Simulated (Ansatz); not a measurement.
**Arsenene bilayer (AA') in a perpendicular field**

Aim: how the arsenene bilayer (AA') screens a field along its normal, and what the field does to its bands. A positive field points along +c.

Program: Ansatz 0.2.0. Level of theory: plane-wave DFT, PBE-D3(BJ), Ansatz PAW. Results are calculated unless marked as measured.

### 1. The structure

The cell holds 4 atoms: 4 As. Its edges and angles: a = 3.610 Å, b = 3.610 Å, c = 42.600 Å, α = 90.0°, β = 90.0°, γ = 120.0°. Regions: layer 1: arsenene, 2 atoms (2 As); layer 2: arsenene, 2 atoms (2 As). Vacuum lies along c.

### 2. Relaxation

The starting cell is a guess, so the in-plane lattice and the atoms are relaxed first, with the slab cut off from its images along the normal.

File input.yaml:

```yaml
crystal:
  lattice:
    - [3.61, 0.0, 0.0]
    - [-1.805, 3.1263517077, 0.0]
    - [0.0, 0.0, 42.6000000002]
  atoms:
    - { symbol: As, position: [0.6666666667, 0.3333333333, 0.4319248826] }
    - { symbol: As, position: [0.3333333333, 0.6666666667, 0.4647887324] }
    - { symbol: As, position: [0.3333333333, 0.6666666667, 0.5352112676] }
    - { symbol: As, position: [0.6666666667, 0.3333333333, 0.5680751174] }
  periodic: [true, true, false]
kpoints:
  mp_grid: { grid: [12, 12, 1] }
hamiltonian:
  xc: pbe
  dispersion: d3bj
scf:
  occupations: { method: fermi_dirac, width: 0.05 }
  convergence: { dr2_threshold: 1.0e-09 }
relax:
  f_tol: 0.004
  max_steps: 90
  cell: {}
output:
  write_potential: true
  write_density: true
  volumetric_format: npy
```

Started as:

```
ansatz run input.yaml --threads 4 --pin off --max-ram 8192MiB --backend cpu --events-out ev --progress --plain --runs-dir out
```

Numbers of over 12 decimals in the logs are rounded to 6 here.

Log:

```text
Warning: relax.cell: scf.convergence.dr2_threshold = 1e-9 eV is looser than the 1.60230732203e-10 eV advised for a relaxation that steers and ends on the stress (1e-10 eV for each atom of the cell: 4, times the square of relax.cell.stress_2d_tol = 0.05 N/m over 15.8 Å (the atoms' height at the walk's start and 5 Å past either face), 3.165e-2 GPa, over a crystal's default 0.05). What an SCF threshold leaves in a stress goes as its square root, and in the free energy as the threshold itself, and one threshold admits the most on a small cell: [figures from the program's tests cut] Set scf.convergence.dr2_threshold to 1.60230732203e-10 eV or tighter. [rest of the remark cut]
Engine: ansatz 0.2.0, x86_64-unknown-linux-gnu
Pseudopotentials: kind: paw
Pseudopotential: As, paw, valence charge 15, recommended cutoff 420 eV (normal), As.paw.azcp
Functional definition: PBE
  parameter kappa = 0.804
  parameter beta = 0.066725
  exchange = pbe_x(kappa = kappa, mu = beta*pi^2/3)
  correlation = pbe_c(beta = beta)
Crystal: 4 atoms, lattice volume = 480.789 Å³
Basis set: ecut = 420 eV, 9287 PW (Γ), exchange–correlation on 50×50×576 points (8 copies of the dense FFT grid, shifted against one another)
Bands: 36, of which v1, the nominal top of the filled ones, is band 30 counted from 1 (29 counted from 0)
Symmetry: 12 space group operations
Space group: P-6m2 (ITA 187), of the structure as read, at distance tolerance 7.8e-5 Å
k-points: 19 of 144 (time reversal used)
Non-local potential: As, projectors of the file, l = 0: 2, l = 1: 2, l = 2: 3, l = 3: 1
PAW form: soft (Blöchl's): semilocal exchange-correlation on the pseudo side does not see the compensation charge
PAW one-centre angular grid: As, 590 points (default); XC on 64 Gauss nodes
Initial density: superposition of atomic densities (neutral atoms: chi_scale 0, normalization atom), corrected by the library's trained network
Initial wavefunctions: pseudopotential atomic-orbital guess
Functional: x = pbe(κ = 0.804, μ = 0.219515), c = pbe(β = 0.066725)
SCF iter   1: F=—  HF=-19425.270517 eV  |F-HF|=—  |Δ(HF+E_count)|=         —  Δρ=1.21e-3  dr2=3.75e-2  ethr=1.77e-3  ⟨swp⟩=11.7  Hψ=3515  notcnv=0
preconditioner: auto → LDOS  [insulator: Δε(μ)=0.307 eV  Ē_g=8.767 eV  σ=0.050 eV  W_gap=0.91  n_scr=26 (ndim 8)  ℏωp=7.6 eV  f_vac=0.774  D(μ)=0.21/eV (n_scr^D=2)  ε∞_Penn≈1.7  β→1.0]
SCF iter   2: F=—  HF=-19425.286111 eV  |F-HF|=—  |Δ(HF+E_count)|=   1.56e-2  Δρ=1.91e-3  dr2=1.72e-1  ethr=6.26e-5  ⟨swp⟩=5.0  Hψ=1953  notcnv=0  defer=15
SCF iter   3: F=—  HF=-19425.268856 eV  |F-HF|=—  |Δ(HF+E_count)|=   1.73e-2  Δρ=8.99e-4  dr2=2.90e-2  ethr=6.26e-5  ⟨swp⟩=3.2  Hψ=1002  notcnv=0  defer=15
SCF iter   4: F=—  HF=-19425.265420 eV  |F-HF|=—  |Δ(HF+E_count)|=   3.44e-3  Δρ=1.49e-4  dr2=7.27e-4  ethr=4.84e-5  ⟨swp⟩=2.2  Hψ=851  notcnv=0  defer=15
SCF iter   5: F=—  HF=-19425.265239 eV  |F-HF|=—  |Δ(HF+E_count)|=   1.82e-4  Δρ=3.96e-5  dr2=4.56e-5  ethr=1.21e-6  ⟨swp⟩=2.8  Hψ=933  notcnv=0  defer=15
SCF iter   6: F=—  HF=-19425.265244 eV  |F-HF|=—  |Δ(HF+E_count)|=   5.79e-6  Δρ=4.12e-6  dr2=1.66e-7  ethr=7.61e-8  ⟨swp⟩=2.9  Hψ=907  notcnv=0  defer=15
SCF iter   7: F=—  HF=-19425.265289 eV  |F-HF|=—  |Δ(HF+E_count)|=   4.47e-5  Δρ=1.24e-6  dr2=1.55e-8  ethr=2.77e-10  ⟨swp⟩=3.6  Hψ=1560  notcnv=0  defer=15
SCF iter   8: F=—  HF=-19425.265289 eV  |F-HF|=—  |Δ(HF+E_count)|=   2.97e-8  Δρ=3.76e-7  dr2=1.10e-9  ethr=2.58e-11  ⟨swp⟩=3.5  Hψ=1360  notcnv=0  defer=15
SCF iter   9: F=-19425.265289 eV  HF=-19425.265289 eV  |F-HF|=6.55e-11  |Δ(HF+E_count)|=   1.91e-9  Δρ=6.06e-8  dr2=3.60e-11  ethr=1.67e-12  ⟨swp⟩=10.1  Hψ=4567  notcnv=0
SCF 1 converged in 9 iterations: F = -19425.265289 eV  dr2 = 3.60e-11
  greatest PAW one-centre occupation: 0.999 electrons in one spin orbital (limit 2), on the As atom at site 0 (counted from 0), in its partial waves of l = 2
relax step   1: F+E_penalty+E_count = -19425.26528914 eV  Δ(F+E_penalty+E_count) = +0.000e0 eV  max|allowed force component| = 8.311e-1 eV/Å  Δτ_max = 0.0000 Å  P = -0.544 N/m  Ω = 480.789 Å³  fix = [c, alpha, beta]  reactions: c +0.000 N/m  (9 SCF iters, accepted)
Crystal: 4 atoms, lattice volume = 482.161 Å³
Basis set: ecut = 420 eV, 9299 PW (Γ), exchange–correlation on 50×50×576 points (8 copies of the dense FFT grid, shifted against one another)
Initial density: handed on by an earlier stage of this run
Initial wavefunctions: those handed on with the density
iter 1 solved again at ethr=1.12e-4 eV; its pass at ethr=3.10e-3 eV (dr2=6.70e-2 eV) is discarded
SCF iter   1: F=—  HF=-19425.430057 eV  |F-HF|=—  |Δ(HF+E_count)|=         —  Δρ=5.72e-3  dr2=6.65e-2  ethr=1.12e-4  ⟨swp⟩=2.0  Hψ=3724  notcnv=0
preconditioner: auto → Resta (q_TF=auto, 1.928 Å⁻¹)  ε∞=1.7  [insulator: Δε(μ)=0.772 eV  Ē_g=8.834 eV  σ=0.050 eV  W_gap=1.00  n_scr=26 (ndim 8)  ℏωp=7.6 eV  f_vac=0.764  D(μ)=0.00/eV (n_scr^D=0)  ε∞_Penn≈1.7  vacuum switching on, ρ_ref=5.7e-3 e/Å³]
SCF iter   2: F=—  HF=-19425.434013 eV  |F-HF|=—  |Δ(HF+E_count)|=   3.96e-3  Δρ=2.90e-3  dr2=1.96e-2  ethr=1.11e-4  ⟨swp⟩=2.5  Hψ=952  notcnv=0
SCF iter   3: F=—  HF=-19425.444509 eV  |F-HF|=—  |Δ(HF+E_count)|=   1.05e-2  Δρ=1.52e-3  dr2=6.19e-2  ethr=3.27e-5  ⟨swp⟩=3.0  Hψ=1154  notcnv=0  recentre
SCF iter   4: F=—  HF=-19425.437856 eV  |F-HF|=—  |Δ(HF+E_count)|=   6.65e-3  Δρ=2.46e-4  dr2=4.26e-4  ethr=3.27e-5  ⟨swp⟩=2.6  Hψ=971  notcnv=0
SCF iter   5: F=—  HF=-19425.437913 eV  |F-HF|=—  |Δ(HF+E_count)|=   5.62e-5  Δρ=7.28e-5  dr2=3.53e-5  ethr=7.09e-7  ⟨swp⟩=4.2  Hψ=1554  notcnv=0
SCF iter   6: F=—  HF=-19425.437922 eV  |F-HF|=—  |Δ(HF+E_count)|=   9.17e-6  Δρ=2.51e-5  dr2=3.40e-6  ethr=5.88e-8  ⟨swp⟩=2.7  Hψ=1240  notcnv=0
SCF iter   7: F=—  HF=-19425.437970 eV  |F-HF|=—  |Δ(HF+E_count)|=   4.78e-5  Δρ=6.10e-6  dr2=2.28e-7  ethr=5.67e-9  ⟨swp⟩=3.0  Hψ=1026  notcnv=0
SCF iter   8: F=—  HF=-19425.437970 eV  |F-HF|=—  |Δ(HF+E_count)|=   3.58e-7  Δρ=1.08e-6  dr2=7.03e-9  ethr=3.79e-10  ⟨swp⟩=4.0  Hψ=1495  notcnv=0
SCF iter   9: F=-19425.437970 eV  HF=-19425.437970 eV  |F-HF|=3.31e-10  |Δ(HF+E_count)|=   7.75e-9  Δρ=2.98e-7  dr2=6.20e-10  ethr=1.67e-12  ⟨swp⟩=11.1  Hψ=4756  notcnv=0
SCF 2 converged in 9 iterations: F = -19425.437970 eV  dr2 = 6.20e-10
  greatest PAW one-centre occupation: 0.999 electrons in one spin orbital (limit 2), on the As atom at site 3 (counted from 0), in its partial waves of l = 2
[...]
SCF iter   2: F=—  HF=-19425.464158 eV  |F-HF|=—  |Δ(HF+E_count)|=   6.22e-4  Δρ=9.26e-4  dr2=1.33e-3  ethr=8.61e-6  ⟨swp⟩=1.7  Hψ=777  notcnv=0
SCF iter   3: F=—  HF=-19425.464701 eV  |F-HF|=—  |Δ(HF+E_count)|=   5.43e-4  Δρ=1.73e-4  dr2=9.86e-4  ethr=2.22e-6  ⟨swp⟩=3.0  Hψ=942  notcnv=0
SCF iter   4: F=—  HF=-19425.464599 eV  |F-HF|=—  |Δ(HF+E_count)|=   1.02e-4  Δρ=5.91e-5  dr2=1.04e-4  ethr=1.64e-6  ⟨swp⟩=2.5  Hψ=816  notcnv=0
SCF iter   5: F=—  HF=-19425.464585 eV  |F-HF|=—  |Δ(HF+E_count)|=   1.38e-5  Δρ=1.91e-5  dr2=2.01e-6  ethr=1.73e-7  ⟨swp⟩=2.9  Hψ=946  notcnv=0
SCF iter   6: F=—  HF=-19425.464650 eV  |F-HF|=—  |Δ(HF+E_count)|=   6.49e-5  Δρ=5.50e-6  dr2=2.35e-7  ethr=3.35e-9  ⟨swp⟩=3.2  Hψ=1364  notcnv=0
SCF iter   7: F=—  HF=-19425.464650 eV  |F-HF|=—  |Δ(HF+E_count)|=   2.71e-7  Δρ=1.32e-6  dr2=1.11e-8  ethr=3.92e-10  ⟨swp⟩=2.9  Hψ=972  notcnv=0
SCF iter   8: F=-19425.464650 eV  HF=-19425.464650 eV  |F-HF|=1.31e-10  |Δ(HF+E_count)|=   2.18e-8  Δρ=2.08e-7  dr2=3.54e-10  ethr=1.67e-12  ⟨swp⟩=8.7  Hψ=5321  notcnv=0
SCF 3 converged in 8 iterations: F = -19425.464650 eV  dr2 = 3.54e-10
relax step   3: F+E_penalty+E_count = -19425.46465037 eV  Δ(F+E_penalty+E_count) = -2.668e-2 eV  max|allowed force component| = 4.054e-1 eV/Å  Δτ_max = 0.0543 Å  P = -0.653 N/m  Ω = 481.165 Å³  energy of the carried Pulay correction = -9.503e-6 eV  fix = [c, alpha, beta]  reactions: c +0.000 N/m  (8 SCF iters, accepted)
[...]
relax step   4: F+E_penalty+E_count = -19425.50388181 eV  Δ(F+E_penalty+E_count) = -3.923e-2 eV  max|allowed force component| = 2.224e-1 eV/Å  Δτ_max = 0.1579 Å  P = +0.479 N/m  Ω = 465.097 Å³  energy of the carried Pulay correction = +4.034e-4 eV  fix = [c, alpha, beta]  reactions: c +0.000 N/m  (10 SCF iters, accepted)
[...]
relax step   5: F+E_penalty+E_count = -19425.51269401 eV  Δ(F+E_penalty+E_count) = -8.812e-3 eV  max|allowed force component| = 3.469e-2 eV/Å  Δτ_max = 0.0807 Å  P = +0.161 N/m  Ω = 469.217 Å³  energy of the carried Pulay correction = +2.962e-4 eV  fix = [c, alpha, beta]  reactions: c +0.000 N/m  (9 SCF iters, accepted)
[...]
relax step   6: F+E_penalty+E_count = -19425.51283281 eV  Δ(F+E_penalty+E_count) = -1.388e-4 eV  max|allowed force component| = 2.440e-3 eV/Å  Δτ_max = 0.0021 Å  P = +0.018 N/m  Ω = 469.927 Å³  energy of the carried Pulay correction = +2.778e-4 eV  fix = [c, alpha, beta]  reactions: c +0.000 N/m  (6 SCF iters, accepted)
Basis set: ecut = 420 eV, 9041 PW (Γ), exchange–correlation on 48×48×576 points (8 copies of the dense FFT grid, shifted against one another)
Initial wavefunctions: pseudopotential atomic-orbital guess (no wavefunctions were taken with the density)
iter 1 solved again at ethr=1.03e-7 eV; its pass at ethr=3.10e-3 eV (dr2=6.19e-5 eV) is discarded
SCF iter   1: F=—  HF=-19425.512560 eV  |F-HF|=—  |Δ(HF+E_count)|=         —  Δρ=6.54e-6  dr2=6.07e-8  ethr=1.03e-7  ⟨swp⟩=6.1  Hψ=6133  notcnv=0
SCF iter   2: F=—  HF=-19425.512569 eV  |F-HF|=—  |Δ(HF+E_count)|=   8.96e-6  Δρ=3.94e-6  dr2=2.65e-8  ethr=1.01e-10  ⟨swp⟩=4.0  Hψ=1957  notcnv=0
SCF iter   3: F=—  HF=-19425.512569 eV  |F-HF|=—  |Δ(HF+E_count)|=   1.63e-8  Δρ=1.37e-6  dr2=4.18e-9  ethr=4.42e-11  ⟨swp⟩=2.0  Hψ=880  notcnv=0
SCF iter   4: F=—  HF=-19425.512569 eV  |F-HF|=—  |Δ(HF+E_count)|=   3.41e-9  Δρ=6.10e-7  dr2=1.56e-8  ethr=6.97e-12  ⟨swp⟩=4.0  Hψ=1447  notcnv=0
SCF iter   5: F=-19425.512569 eV  HF=-19425.512569 eV  |F-HF|=7.28e-11  |Δ(HF+E_count)|=   1.91e-9  Δρ=1.50e-7  dr2=5.28e-11  ethr=1.67e-12  ⟨swp⟩=12.4  Hψ=4951  notcnv=0
SCF 7 converged in 5 iterations: F = -19425.512569 eV  dr2 = 5.28e-11
relax step   7: F+E_penalty+E_count = -19425.51256877 eV  Δ(F+E_penalty+E_count) = +2.640e-4 eV  max|allowed force component| = 2.459e-3 eV/Å  Δτ_max = 0.0000 Å  P = +0.016 N/m  Ω = 469.927 Å³  fix = [c, alpha, beta]  reactions: c +0.000 N/m  stress off target by 1.60e-2 N/m on what of the cell is left free  SCF on the basis re-selected at this cell (its energy is not comparable with the rows above)  (5 SCF iters)
basis re-selected at this cell: Δ(F+E_penalty+E_count) = +2.640e-4 eV, ΔP = -0.002 N/m vs the last step (what re-selecting the basis moved, of the pressure what is left beyond the Pulay correction that the steps carried, after the strain that the cell walked since its last selection, with what the two solves' SCF thresholds leave and, on support functions, any second-order correction that the steps lacked; it is no measure of the basis error at this ecutwfc). The dense FFT grid was sized anew with the basis: this SCF ran on 24×24×288 points, the steps before it on 25×25×288, so part of this shift can come from that change (see relax.cell in the input reference). [rest of the remark cut]
WARN: The output density's exchange-correlation potential varies sharply where the density is thin. Do not read a vacuum level from v_tot or v_xc, or from such a field of the output density. On a cell that repeats whose density bears no net charge and no dipole along the vacuum's axis use v_es (v_loc + v_h of the components); under efield.dipole_correction with no amplitude use v_es + v_field, which holds any externa [...]
SCF converged after 5 iterations
Free energy (F): -19425.512569 eV
Harris-Foulkes:  -19425.512569 eV  (|F-HF|=7.28e-11)
Internal energy: -19425.512568 eV  (E = F + TS)
E sigma→0 (E₀):  -19425.512569 eV
Entropy (-TS):   -0.000000 eV (-0.000 meV/atom)
Fermi energy:    -4.610438 eV
--- Per-component energies (eV) ---
  E_band       = -1829.233731
  E_kinetic    = 409.119468
  E_local      = -229706.024606  (includes V_loc(G=0)·N_el)
  E_nonlocal   = -2682.946467
  E_hartree    = 114766.801206
  E_xc         = -315.891270
  E_vxc        = -315.232028  (∫ρ·V_xc dr)
  E_paw        = -7338.200639  (= ΣΔE_a)
  E_vpaw       = 932.248281  (= ΣTr[D̂ρ^β])
  E_aug_tail   = 0.000028  (compensation charges beyond the density's cutoff)
  E_ewald      = 105442.642712
  E_disp       = -1.013000  (pairwise vdW)
  E_smearing   = -0.000000  (= −TS)
  E_closure    = -0.000000  (closes the sum)
  Σ components = -19425.512569   (vs F -19425.512569, Δ=0.00e0)
--- Forces (eV/Å), atoms counted from 1 ---
  atom   1  As     0.00000000     0.00000000    -0.00245921
  atom   2  As     0.00000000    -0.00000000     0.00211992
  atom   3  As     0.00000000    -0.00000000    -0.00211992
  atom   4  As     0.00000000     0.00000000     0.00245921
  max |Σ_I F_I| component: 2.31e-18 eV/Å
--- 2D stress c σ (N/m, compression-positive) ---
        0.015964       0.000000       0.000000
        0.000000       0.015964       0.000000
        0.000000       0.000000       0.000000
  P = ½ c Tr σ = 0.0160 N/m
--- Band table (eV; the first three rows and the last of 19) ---
  k-point 0: bands = [... 26 lower, -5.2869, -5.2869, -5.2572, -5.2572, -3.3399, -2.9294, -1.8020, -1.8020, ... 2 higher]
  k-point 1: bands = [... 26 lower, -6.1610, -5.5021, -5.4720, -5.3833, -2.7187, -2.4193, -1.9239, -1.7280, ... 2 higher]
  k-point 2: bands = [... 26 lower, -6.2960, -5.9769, -5.9461, -5.3338, -3.1246, -2.8840, -1.2403, -1.1915, ... 2 higher]
  k-point 18: bands = [... 26 lower, -7.7239, -7.4543, -7.3394, -7.1082, -3.6442, -3.2201, -1.1817, -1.1725, ... 2 higher]
  the weakly bound empty levels are not read free of the cell's end (no_gap_told)
--- Relaxed structure (6 steps of the walk, 6 accepted, 1 SCFs on fresh bases) ---
  F+E_penalty+E_count = -19425.51256877 eV   max|allowed force component| = 2.459e-3 eV/Å   (the final SCF, on the basis selected at the relaxed cell)
  cell:  # Å, volume = 469.9269 Å³
    - [3.568988, 0, 0.0]
    - [-1.784494, 3.090834, 0.0]
    - [0.0, 0.0, 42.6000000002]
  atoms:
    - { symbol: As, position: [0.666667, 0.333333, 0.422059] }
    - { symbol: As, position: [0.333333, 0.666667, 0.454889] }
    - { symbol: As, position: [0.333333, 0.666667, 0.545111] }
    - { symbol: As, position: [0.666667, 0.333333, 0.577941] }
```

It took 60 s on 4 threads of Intel Xeon at 2.70GHz, shared host; peak memory 0.93 GiB.

The steps of the relaxation:

| step | energy less that of the first step (eV) | largest force component (eV/Å) | volume (Å³) |
| --- | --- | --- | --- |
| 1 | 0.0000 | 0.8311 | 480.79 |
| 2 | -0.1727 | 0.4854 | 482.16 |
| 3 | -0.1994 | 0.4054 | 481.17 |
| 4 | -0.2386 | 0.2224 | 465.10 |
| 5 | -0.2474 | 0.0347 | 469.22 |
| 6 | -0.2475 | 0.0024 | 469.93 |
| 7* | -0.2473 | 0.0025 | 469.93 |

Relaxation steps marked * repeat the geometry before them on a plane-wave basis chosen anew for their cell, so energy and pressure can jump there.

Forces are held to the 12 operations that the run works with; a distortion that breaks them can't arise in this run.

| cell as run | before | after | change |
| --- | --- | --- | --- |
| a (Å) | 3.610 | 3.569 | -1.1 % |
| b (Å) | 3.610 | 3.569 | -1.1 % |

The atoms that moved most (Å, along periodic axes as changes of fractional coordinates times the final cell, across vacuum about the mean position):

| atom | dx | dy | dz | length |
| --- | --- | --- | --- | --- |
| As3 | 0.000 | 0.000 | 0.422 | 0.422 |
| As2 | 0.000 | 0.000 | -0.422 | 0.422 |
| As1 | 0.000 | 0.000 | -0.420 | 0.420 |
| As4 | 0.000 | 0.000 | 0.420 | 0.420 |

Final coordinates:

```cif
data_structure
_symmetry_space_group_name_H-M 'P 1'
_symmetry_Int_Tables_number 1
_cell_length_a 3.5690
_cell_length_b 3.5690
_cell_length_c 42.6000
_cell_angle_alpha 90.000
_cell_angle_beta 90.000
_cell_angle_gamma 120.000
_cell_volume 469.93
loop_
_atom_site_label
_atom_site_type_symbol
_atom_site_fract_x
_atom_site_fract_y
_atom_site_fract_z
_atom_site_occupancy
As1 As 0.66667 0.33333 0.42206 1
As2 As 0.33333 0.66667 0.45489 1
As3 As 0.33333 0.66667 0.54511 1
As4 As 0.66667 0.33333 0.57794 1
```

The lattice constant a goes from 3.610 to 3.569 Å.

(Part 1 of 3 ends here.)

[Logs are printed without paths, hosts, clocks, repeated set-up lines and the standing remarks that a program may print on its own settings, such as how far it seeks lower states.]

[Hosts, paths, dates, database ids (printed as entryN), source tags and the programs' standing remarks are cut or masked in the printed files.]

[Maps of the electrostatic potential energy from Ansatz leave out the sawtooth potential of an applied field or a dipole correction, so their vacuum need not be flat; planar profiles and work functions include it.]
